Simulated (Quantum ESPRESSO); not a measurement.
# MgO (Periclase): from strain to phonon shift

Aim: the phonon deformation potentials p and q of MgO (Periclase), tested on a biaxially strained cell.

Method: DFT PBE, scalar-relativistic, plane waves, PseudoDojo norm-conserving pseudopotentials, in Quantum ESPRESSO 7.5.

The database entry behind the starting cell differs from later determinations by our own check (about 0.1 % long), so it need not match the best structure at ambient conditions.

## 1. The relaxed structure

It takes space group Fm-3m (No. 225, cubic). Conventional cell: a = 4.253 Å, b = 4.253 Å, c = 4.253 Å, α = 90.00°, β = 90.00°, γ = 90.00°. Mg has 6 O at 2.13 Å nearest. O has 6 Mg at 2.13 Å nearest. Farther neighbours and most contacts between anions are not listed.

This is the cell after its relaxation at this level of theory, not the database cell from which that began.

## 2. Uniaxial strain

The relaxed cell is stretched along z alone. This keeps all atoms on sites fixed by symmetry and splits the threefold mode into a singlet, polarised along z, and a doublet. The macroscopic field is left out, so these are transverse modes. Cutoff 92 Ry, k mesh 12×12×12.

From the response at ε_zz = 0.01:

Log:

```text
[banners, grids, parts of the stress and lines that vanish by symmetry left out]
Program PHONON v.7.5
     Reading xml data from directory:

[...]
Exchange-correlation= PBE
                           (   1   4   3   4   0   0   0)
[...]
kinetic-energy cut-off    =      92.0000  Ry
     charge density cut-off    =     368.0000  Ry
     convergence threshold     =      1.0E-18
[...]
Exchange-correlation= PBE
                           (   1   4   3   4   0   0   0)
[...]
q = (   0.0000000   0.0000000   0.0000000 )
     17 Sym.Ops. (with q -> -q+G )
     G cutoff =  304.0799  (  15617 G-vectors)     FFT grid: ( 36, 36, 36)
     number of k points=   163
[...]
Mode symmetry, D_4h(4/mmm) point group:
[...]
Representation #   1 mode #   1
[...]
End of self-consistent calculation
     Convergence has been achieved
     Representation #   2 mode #   2
[...]
End of self-consistent calculation
     Convergence has been achieved
     Representation #   3 modes #   3   4
[...]
End of self-consistent calculation
     Convergence has been achieved
     Representation #   4 modes #   5   6
[...]
End of self-consistent calculation
     Convergence has been achieved
[...]
q = (    0.000000000   0.000000000   0.000000000 )
[...]
freq (    1) =       1.767717 [THz] =      58.964703 [cm-1]
     freq (    2) =       1.771810 [THz] =      59.101214 [cm-1]
     freq (    3) =       1.771810 [THz] =      59.101214 [cm-1]
     freq (    4) =      10.163743 [THz] =     339.025961 [cm-1]
     freq (    5) =      11.131984 [THz] =     371.323029 [cm-1]
     freq (    6) =      11.131984 [THz] =     371.323029 [cm-1]
[...]
Mode symmetry, D_4h(4/mmm) point group:
     freq (   1-   1) =         59.0  [cm-1]   --> A_2u X_4' M_4'  I
     freq (   2-   3) =         59.1  [cm-1]   --> E_u  X_5' M_5'  I
     freq (   4-   4) =        339.0  [cm-1]   --> A_2u X_4' M_4'  I
     freq (   5-   6) =        371.3  [cm-1]   --> E_u  X_5' M_5'  I

   JOB DONE.
```

| ε_zz | singlet (cm⁻¹) | doublet (cm⁻¹) | σ_zz (GPa) | σ_xx (GPa) |
| --- | --- | --- | --- | --- |
| -0.01 | 401.04 | 367.51 | -2.844 | -0.900 |
| -0.005 | 385.21 | 368.61 | -1.372 | -0.440 |
| 0 | 369.60 | 369.60 | 0.012 | 0.012 |
| 0.005 | 354.21 | 370.51 | 1.312 | 0.455 |
| 0.01 | 339.03 | 371.32 | 2.532 | 0.888 |

Stress is counted positive in tension.

## 3. The fit

To first order ω² − ω₀² = p ε_zz + q (ε_xx + ε_yy) for the mode along z, and likewise for x and y. With ε_zz alone the singlet gives p and the doublet q.

The linear terms of parabolas through ω² are p = -16.79 ω₀² and q = 1.03 ω₀², with ω₀ = 369.6 cm⁻¹. Those of the stresses are C11 = 269 GPa and C12 = 89 GPa. Under hydrostatic strain p and q imply γ = −(p + 2q)/(6 ω₀²) = 2.46.

A layer held to an in-plane strain ε and free along z takes ε_zz = −2 (C12/C11) ε = -0.666 ε. To first order the singlet then shifts by (q − p C12/C11) ε / ω₀ = 2446 ε cm⁻¹. For ε = -0.006, ε_zz = 0.00399, the formulas for ω² predict 354.63 cm⁻¹ for the singlet and 387.41 cm⁻¹ for the doublet.

## 4. A biaxially strained cell

This run was no part of the fit.

Log:

```text
[banners, grids, parts of the stress and lines that vanish by symmetry left out]
[banner, memory and clock lines left out]
Program PHONON v.7.5

[...]
Exchange-correlation= PBE
                           (   1   4   3   4   0   0   0)
[...]
kinetic-energy cut-off    =      92.0000  Ry
     charge density cut-off    =     368.0000  Ry
     convergence threshold     =      1.0E-18
[...]
Exchange-correlation= PBE
                           (   1   4   3   4   0   0   0)
[...]
q = (   0.0000000   0.0000000   0.0000000 )
     17 Sym.Ops. (with q -> -q+G )
     G cutoff =  300.4570  (  15361 G-vectors)     FFT grid: ( 36, 36, 36)
     number of k points=   163
[...]
Mode symmetry, D_4h(4/mmm) point group:
[...]
Representation #   1 mode #   1
[...]
End of self-consistent calculation
     Convergence has been achieved
     Representation #   2 mode #   2
[...]
End of self-consistent calculation
     Convergence has been achieved
     Representation #   3 modes #   3   4
[...]
End of self-consistent calculation
     Convergence has been achieved
     Representation #   4 modes #   5   6
[...]
End of self-consistent calculation
     Convergence has been achieved
[...]
q = (    0.000000000   0.000000000   0.000000000 )
[...]
freq (    1) =       1.745312 [THz] =      58.217333 [cm-1]
     freq (    2) =       1.748944 [THz] =      58.338485 [cm-1]
     freq (    3) =       1.748944 [THz] =      58.338485 [cm-1]
     freq (    4) =      10.638222 [THz] =     354.852888 [cm-1]
     freq (    5) =      11.628370 [THz] =     387.880680 [cm-1]
     freq (    6) =      11.628370 [THz] =     387.880680 [cm-1]
[...]
Mode symmetry, D_4h(4/mmm) point group:
     freq (   1-   1) =         58.2  [cm-1]   --> A_2u X_4' M_4'  I
     freq (   2-   3) =         58.3  [cm-1]   --> E_u  X_5' M_5'  I
     freq (   4-   4) =        354.9  [cm-1]   --> A_2u X_4' M_4'  I
     freq (   5-   6) =        387.9  [cm-1]   --> E_u  X_5' M_5'  I
```

| mode | predicted (cm⁻¹) | run (cm⁻¹) |
| --- | --- | --- |
| singlet | 354.63 | 354.85 |
| doublet | 387.41 | 387.88 |

The stress along z is -0.009 GPa and that in the plane -1.854 GPa; the unstrained cell carries 0.012 GPa.

## 5. Results

```yaml
p_in_units_of_the_squared_frequency: -16.79
q_same_units: 1.030
shift_of_the_singlet_per_unit_of_biaxial_strain: 2446 cm⁻¹
c11_and_c12: 269 and 89 GPa
```

**Reading.** To first order, one per cent of tensile biaxial strain moves the singlet of MgO (Periclase) by 24.5 cm⁻¹ and the doublet by -30.4 cm⁻¹; the formulas miss the test run by up to 0.47 cm⁻¹. In the rock-salt structure this mode is infrared active and has no first-order Raman line. The third potential, r, needs shear strain, which was not run. The acoustic modes of the response miss zero by 59 cm⁻¹, a numerical error that can touch the optical modes as well. These are harmonic values at zero temperature.

[Host names and launcher messages were left out of these logs when they were recorded.]

[Logs are printed without paths, hosts, clocks, repeated set-up lines and the standing remarks that a program may print on its own settings, such as how far it seeks lower states.]

[Hosts, paths, dates, database ids (printed as entryN), source tags and the programs' standing remarks are cut or masked in the printed files.]
